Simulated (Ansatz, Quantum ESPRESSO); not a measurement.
# 1T-PbBrI, 1 layer in an electric field, part 6 of 6

Wanted: polarisability and gap of 1T-PbBrI, 1 layer against a perpendicular field.

Quantum ESPRESSO 7.5; plane-wave DFT, PBE, PseudoDojo norm-conserving pseudopotentials; geometry and cross-check by Ansatz 0.2.0 with PAW datasets.

So far. Step 14 (Valence density): The density integrates to 28.000 electrons, as the 28 of the input ask. Step 19 (Cross-check with Ansatz: field 0.1 V/Å): At 0.1 V/Å Ansatz's dipole is 0.0295 e Å against 0.0293 from pw.x.

## 22. SCF with pw.x, with eopreg = 0.02

A sensitivity test on the input.

Level of this step: plane-wave DFT, PBE, PseudoDojo norm-conserving pseudopotentials (Quantum ESPRESSO 7.5).

f1.w0.in reads:

```
&control
  prefix = 'f1.w0'
  outdir = './out'
  pseudo_dir = './pseudo'
  calculation = 'scf'
  tprnfor = .true.
  tefield = .true.
  dipfield = .true.
/
&system
  ibrav = 0
  nat = 3
  ntyp = 3
  ecutwfc = 62
  ecutrho = 248
  occupations = 'smearing'
  smearing = 'fd'
  degauss = 0.004
  edir = 3
  emaxpos = 0.97
  eopreg = 0.02
  eamp = 0.00194469
/
&electrons
  conv_thr = 1e-09
  mixing_beta = 0.4
  electron_maxstep = 120
  mixing_mode = 'plain'
/
ATOMIC_SPECIES
  I   126.9045  I.dojo-sr-pbe-0.4.1-standard.upf
  Pb  207.2000  Pb.dojo-sr-pbe-0.4.1-standard.upf
  Br  79.9040  Br.dojo-sr-pbe-0.4.1-standard.upf
CELL_PARAMETERS angstrom
  4.56583357954598 0.00000000000000 0.00000000000000
  -2.28291678977299 3.95412786933885 0.00000000000000
  0.00000000000000 0.00000000000000 19.48786102940000
ATOMIC_POSITIONS crystal
  I   0.666666666667 0.333333333333 0.410161346018
  Pb  -0.000000000000 -0.000000000000 0.509141284740
  Br  0.333333333333 0.666666666667 0.591286215742
K_POINTS automatic
  6 6 1 0 0 0
```

Launch:

```
OMP_NUM_THREADS=1 mpirun -n 4 pw.x -nk 2 -in f1.w0.in > f1.w0.out
```

Output:

```text
[banner, memory and clock lines left out]
Program PWSCF v.7.5 starts
[citation notice left out]

[...]
bravais-lattice index     =            0
     lattice parameter (alat)  =       8.6282  a.u.
     unit-cell volume          =    2374.2780 (a.u.)^3
     number of atoms/cell      =            3
     number of atomic types    =            3
     number of electrons       =        28.00
     number of Kohn-Sham states=           18
     kinetic-energy cutoff     =      62.0000  Ry
     charge density cutoff     =     248.0000  Ry
     scf convergence threshold =      1.0E-09
     mixing beta               =       0.4000
     number of iterations used =            8  plain     mixing
     Exchange-correlation= PBE
                           (   1   4   3   4   0   0   0)

[...]
PseudoPot. # 1 for I  read from file:
     ./pseudo/I.dojo-sr-pbe-0.4.1-standard.upf
     Pseudo is Norm-conserving + core correction, Zval =  7.0
     Generated using ONCVPSP code by D. R. Hamann
     Using radial grid of 1196 points,  6 beta functions with:
                l(1) =   0
                l(2) =   0
                l(3) =   1
                l(4) =   1
                l(5) =   2
                l(6) =   2

     PseudoPot. # 2 for Pb read from file:
     ./pseudo/Pb.dojo-sr-pbe-0.4.1-standard.upf
     Pseudo is Norm-conserving + core correction, Zval = 14.0
     Generated using ONCVPSP code by D. R. Hamann
     Using radial grid of 1678 points,  6 beta functions with:
                l(1) =   0
                l(2) =   0
                l(3) =   1
                l(4) =   1
                l(5) =   2
                l(6) =   2

     PseudoPot. # 3 for Br read from file:
     ./pseudo/Br.dojo-sr-pbe-0.4.1-standard.upf
     Pseudo is Norm-conserving + core correction, Zval =  7.0
     Generated using ONCVPSP code by D. R. Hamann
     Using radial grid of 1098 points,  6 beta functions with:
                l(1) =   0
                l(2) =   0
                l(3) =   1
                l(4) =   1
                l(5) =   2
                l(6) =   2

     atomic species   valence    mass     pseudopotential
     I                 7.00   126.90450     I ( 1.00)
     Pb               14.00   207.20000     Pb( 1.00)
     Br                7.00    79.90400     Br( 1.00)

     No symmetry found

[...]
number of k points=    20  Fermi-Dirac smearing, width (Ry)=  0.0040
[...]
Dense  grid:   156665 G-vectors     FFT dimensions: (  45,  45, 192)

     Initial potential from superposition of free atoms

     starting charge      27.9978, renormalised to      28.0000

     negative rho (up, down):  1.197E-05 0.000E+00

     Adding external electric field

     Computed dipole along edir(3) :
        Dipole                0.0001 Ry au,          0.0003 Debye
        Dipole field          0.0000 Ry au,

        E field amplitude [Ha a.u.]:  1.9447E-03
        Potential amp.        0.1403 Ry
        Total length         36.0902 bohr

     Starting wfcs are   17 randomized atomic wfcs +    1 random wfcs

     per-process dynamical memory:    72.7 Mb

     Self-consistent Calculation

     iteration #  1     ecut=    62.00 Ry     beta= 0.40
     Davidson diagonalization with overlap
     ethr =  1.00E-02,  avg # of iterations =  6.5

     Threshold (ethr) on eigenvalues was too large:
     Diagonalizing with lowered threshold

     Davidson diagonalization with overlap
     ethr =  3.51E-04,  avg # of iterations =  3.4

     negative rho (up, down):  5.852E-06 0.000E+00

     Adding external electric field

     Computed dipole along edir(3) :
        Dipole                0.1424 Ry au,          0.3618 Debye
        Dipole field          0.0008 Ry au,

        E field amplitude [Ha a.u.]:  1.9447E-03
        Potential amp.        0.0860 Ry
        Total length         36.0902 bohr

     total energy              =    -198.26109710 Ry
     estimated scf accuracy    <       0.09616059 Ry

     iteration #  2     ecut=    62.00 Ry     beta= 0.40
[...]
negative rho (up, down):  3.660E-06 0.000E+00

[...]
Dipole               -0.0515 Ry au,         -0.1308 Debye
[...]
E field amplitude [Ha a.u.]:  1.9447E-03
[...]
total energy              =    -198.27832383 Ry
     estimated scf accuracy    <       0.01837331 Ry

     iteration #  3     ecut=    62.00 Ry     beta= 0.40
[...]
negative rho (up, down):  2.518E-06 0.000E+00

[...]
Dipole                0.0830 Ry au,          0.2109 Debye
[...]
E field amplitude [Ha a.u.]:  1.9447E-03
[...]
total energy              =    -198.28051515 Ry
     estimated scf accuracy    <       0.01443700 Ry

     iteration #  4     ecut=    62.00 Ry     beta= 0.40
[...]
negative rho (up, down):  8.095E-07 0.000E+00

[...]
Dipole                0.0575 Ry au,          0.1462 Debye
[...]
E field amplitude [Ha a.u.]:  1.9447E-03
[...]
total energy              =    -198.28279272 Ry
     estimated scf accuracy    <       0.00171192 Ry

     iteration #  5     ecut=    62.00 Ry     beta= 0.40
[...]
negative rho (up, down):  2.937E-08 0.000E+00

[...]
Dipole                0.0533 Ry au,          0.1355 Debye
[...]
E field amplitude [Ha a.u.]:  1.9447E-03
[...]
total energy              =    -198.28299633 Ry
     estimated scf accuracy    <       0.00016223 Ry

     iteration #  6     ecut=    62.00 Ry     beta= 0.40
[...]
Dipole                0.0547 Ry au,          0.1390 Debye
[...]
E field amplitude [Ha a.u.]:  1.9447E-03
[...]
total energy              =    -198.28301450 Ry
     estimated scf accuracy    <       0.00000763 Ry

[...]
iteration #  9     ecut=    62.00 Ry     beta= 0.40
[...]
Dipole                0.0552 Ry au,          0.1404 Debye
[...]
E field amplitude [Ha a.u.]:  1.9447E-03
[...]
total energy              =    -198.28301635 Ry
     estimated scf accuracy    <       0.00000002 Ry

     iteration # 10     ecut=    62.00 Ry     beta= 0.40
[...]
Dipole                0.0553 Ry au,          0.1406 Debye
[...]
E field amplitude [Ha a.u.]:  1.9447E-03
[...]
total energy              =    -198.28301635 Ry
     estimated scf accuracy    <          3.0E-09 Ry

     iteration # 11     ecut=    62.00 Ry     beta= 0.40
[...]
Dipole                0.0553 Ry au,          0.1405 Debye
[...]
E field amplitude [Ha a.u.]:  1.9447E-03
[...]
total energy              =    -198.28301635 Ry
     estimated scf accuracy    <          2.1E-09 Ry

     iteration # 12     ecut=    62.00 Ry     beta= 0.40
[...]
Dipole                0.0553 Ry au,          0.1405 Debye
[...]
E field amplitude [Ha a.u.]:  1.9447E-03
[...]
End of self-consistent calculation

          k = 0.0000 0.0000 0.0000 ( 19581 PWs)   bands (ev):

   -19.0974 -19.0957 -19.0957 -19.0826 -19.0826 -16.7730 -14.6151  -9.8260
    -4.5416  -4.5416  -4.2865  -3.7637  -3.7233  -3.7233  -0.6845   0.5078
     0.5078   2.4742

          k = 0.0000 0.1925 0.0000 ( 19533 PWs)   bands (ev):

   -19.1113 -19.0935 -19.0935 -19.0837 -19.0803 -16.7152 -14.5317  -9.9280
    -5.0385  -4.7073  -4.4017  -4.1852  -3.7886  -3.4378  -0.2158   0.5191
     0.7299   2.7925

[...]
the Fermi energy is    -2.0855 ev

!    total energy              =    -198.28301635 Ry
     estimated scf accuracy    <          5.7E-11 Ry
     smearing contrib. (-TS)   =      -0.00000000 Ry
     internal energy E=F+TS    =    -198.28301635 Ry

     The total energy is F=E-TS. E is the sum of the following terms:
     one-electron contribution =    -591.88175271 Ry
     hartree contribution      =     302.01655596 Ry
     xc contribution           =     -58.23120525 Ry
     ewald contribution        =     149.81358452 Ry
     electric field correction =      -0.00019886 Ry

     convergence has been achieved in  12 iterations

     Forces acting on atoms (cartesian axes, Ry/au):

     atom    1 type  1   force =     0.00000001    0.00000001   -0.00096996
     atom    2 type  2   force =    -0.00000012    0.00000004    0.00142247
     atom    3 type  3   force =     0.00000011   -0.00000005   -0.00045252

     Total force =     0.001780     Total SCF correction =     0.000017

[...]
```

The job ended after 36 s (4 MPI ranks of Arm Neoverse V2, shared host; peak memory 0.53 GiB).

Beside the run it was changed from:

| quantity | this run | unchanged run | difference |
| --- | --- | --- | --- |
| dipole along the normal (e·Å) | 0.02925 | 0.02925 | 0 |
| free energy (eV) | -2697.778 | -2697.778 | 0 |
| wall time (s) | 36 | 27 |  |
| SCF iterations | 12 | 8 |  |

The free energy moves by +0 meV an atom.

This run starts from superposed atoms, the unchanged one from a saved density, so their iteration counts don't compare.

The physical values in this table stay within 0.05 %.

## 23. Ground state, with mixing_beta = 0.3

One more run, with a changed input.

f1.bad.in reads:

```
&control
  prefix = 'f1.bad'
  outdir = './out'
  pseudo_dir = './pseudo'
  calculation = 'scf'
  tprnfor = .true.
  tefield = .true.
  dipfield = .true.
  mixing_beta = 0.3
/
&system
  ibrav = 0
  nat = 3
  ntyp = 3
  ecutwfc = 62
  ecutrho = 248
  occupations = 'smearing'
  smearing = 'fd'
  degauss = 0.004
  edir = 3
  emaxpos = 0.97
  eopreg = 0.04
  eamp = 0.00194469
/
&electrons
  conv_thr = 1e-09
  mixing_beta = 0.4
  electron_maxstep = 100
  mixing_mode = 'plain'
/
ATOMIC_SPECIES
  I   126.9045  I.dojo-sr-pbe-0.4.1-standard.upf
  Pb  207.2000  Pb.dojo-sr-pbe-0.4.1-standard.upf
  Br  79.9040  Br.dojo-sr-pbe-0.4.1-standard.upf
CELL_PARAMETERS angstrom
  4.56583357954598 0.00000000000000 0.00000000000000
  -2.28291678977299 3.95412786933885 0.00000000000000
  0.00000000000000 0.00000000000000 19.48786102940000
ATOMIC_POSITIONS crystal
  I   0.666666666667 0.333333333333 0.410161346018
  Pb  -0.000000000000 -0.000000000000 0.509141284740
  Br  0.333333333333 0.666666666667 0.591286215742
K_POINTS automatic
  6 6 1 0 0 0
```

Launch:

```
OMP_NUM_THREADS=1 mpirun -n 4 pw.x -nk 2 -in f1.bad.in > f1.bad.out
```

Output:

```text
[banner, memory and clock lines left out]
Program PWSCF v.7.5 starts

          URL

 %%%%%%%%%%%%%%%%%%%%%%%%%%%%%%%%%%%%%%%%%%%%%%%%%%%%%%%%%%%%%%%%%%%%%%%%%%%%%%
     Error in routine  read_namelists (1):
      bad line in namelist &control: "  mixing_beta = 0.3" (error could be in the previous line)
 %%%%%%%%%%%%%%%%%%%%%%%%%%%%%%%%%%%%%%%%%%%%%%%%%%%%%%%%%%%%%%%%%%%%%%%%%%%%%%

     stopping ...
[the rest left out]
```

Wall time 0.5 s (4 MPI ranks); peak memory 0.13 GiB.

The input was rejected at the start.

The program's message: “Error in routine  read_namelists (1): bad line in namelist &control: "  mixing_beta = 0.3" (error could be in the previous line)”

The change that led to it: control.mixing_beta = 0.3.

The message: “read_namelists (1): bad line in namelist &control: " mixing_beta = 0.3" (error could be in the previous line)”. The key doesn't belong in &control, and its own namelist already sets it; the stray line has to go.

## 24. Worked from the printed numbers

α = Δp/E = (0.02925 − (-0.02199)) e Å / 0.1 V/Å = 0.5124 e Å²/V; times e/(4πε₀) = 14.40 V Å this is 7.378 Å³. With A = 18.054 Å², 4πα/A = 5.135 Å.

## 25. What came out

| Item | Value |
| --- | --- |
| polarisability along the normal, a cell | 7.38 Å³ |
| sheet polarisability 4πα/A | 5.14 Å |
| dipole without a field | -0.022 e·Å |
| Kohn-Sham ionisation potential, upper face | 6.86 eV |
| gap along the path at 0 V/Å | 2.71 eV |
| gap along the path at 0.2 V/Å | 2.72 eV |
| gap along the path at -0.2 V/Å | 2.70 eV |

In words: The sheet answers a field with a polarisability of 7.38 Å³ a cell, or 4πα/A = 5.14 Å (PBE, PseudoDojo norm-conserving). In pw.x the dipole follows the field linearly over the range tried. A perfect conductor 5.14 Å thick would screen alike; the outer atoms lie 3.53 Å apart. At 0.1 V/Å the sheet takes 0.514 eV off the potential drop. At 0.2 V/Å the gap along the path is unchanged within 0.01 eV. Quantum ESPRESSO and Ansatz give 7.378 and 7.377 Å³ for the polarisability (pw.x from 0 and 0.1 V/Å, Ansatz from ±0.1 V/Å), which agree. The ions stay at their zero-field places, so this is the electrons' response alone. Semilocal gaps are too small, and in strong fields empty levels can belong to the vacuum. Spin-orbit coupling is left out; depending on the atoms that carry the levels of interest, it can split and shift them by tenths of an eV to an eV or more.

[Logs are printed without paths, hosts, clocks, repeated set-up lines and the standing remarks that a program may print on its own settings, such as how far it seeks lower states.]

[Hosts, paths, dates, database ids (printed as entryN), source tags and the programs' standing remarks are cut or masked in the printed files.]

[Maps of the electrostatic potential energy from Ansatz leave out the sawtooth potential of an applied field or a dipole correction, so their vacuum need not be flat; planar profiles and work functions include it.]
